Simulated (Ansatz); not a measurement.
**CdS (P6_3mc): how ε∞ follows the gap**

The empty bands of CdS (P6_3mc) are shifted up rigidly by Δ, and ε∞ along x is computed for each shift. x, y and z are the Cartesian axes of the input cell.

Cell: a, b, c = 4.150, 4.150, 6.737 Å (primitive vectors), 4 atoms.

Method: Ansatz 0.2.0, PBE, independent particles, k-mesh 6×6×4 with interpolation inside its cells, Gaussian parameter 0.1 eV.

Launch of the response step: `ansatz run input.yaml --threads 4 --pin off --max-ram 8192MiB --backend cpu --events-out ev --progress --plain --runs-dir out`. The series took 4.1 min in all, on 4 threads of Arm Neoverse V2 (shared host).

```
Δ (eV)  ε∞ along x
  0.00       6.375
  0.40       5.958
  0.80       5.617
  1.20           ?
  1.60       5.084
  2.00       4.868
```

With one effective transition at E₀ and fixed dipole strength, ε∞ − 1 = A/(E₀ + Δ), so 1/(ε∞ − 1) is linear in Δ.

Working, on the rows shown:

| x = Δ (eV) | y = 1/(ε∞ − 1) |
| --- | --- |
| 0 | 0.186047 |
| 0.4 | 0.201694 |
| 0.8 | 0.216591 |
| 1.6 | 0.244858 |
| 2 | 0.258532 |

Means: x̄ = 0.96, ȳ = 0.22154. Σ(x − x̄)(y − ȳ) = 0.09937, Σ(x − x̄)² = 2.752. Slope = 0.09937 / 2.752 = 0.03611; intercept = ȳ − slope · x̄ = 0.18688. Turned back into ε∞ along x, the line misses the rows shown by at most 0.024.

Problem. What does the fit predict for the withheld row, and how well does it do?

Solution. At x = 1.2 the line gives y = 0.23021, that is 5.344. The run gave 5.330, so the interpolation is off by 0.014, 0.9 % of the range in the table.

Refitted with all rows, the slope is 0.03616 and the intercept 0.18695. These give E₀ = intercept/slope = 5.2 eV, far above the least direct gap of 1.20 eV: most of the screening comes from transitions well over the edge. Over the first step ε∞ falls by 16 % per eV. The cell comes from an older database entry, whose edges can be off by a per cent or so. Excitons are left out and so are local fields; PBE gaps are as a rule too small. Spin-orbit coupling is left out.

[Logs are printed without paths, hosts, clocks, repeated set-up lines and the standing remarks that a program may print on its own settings, such as how far it seeks lower states.]
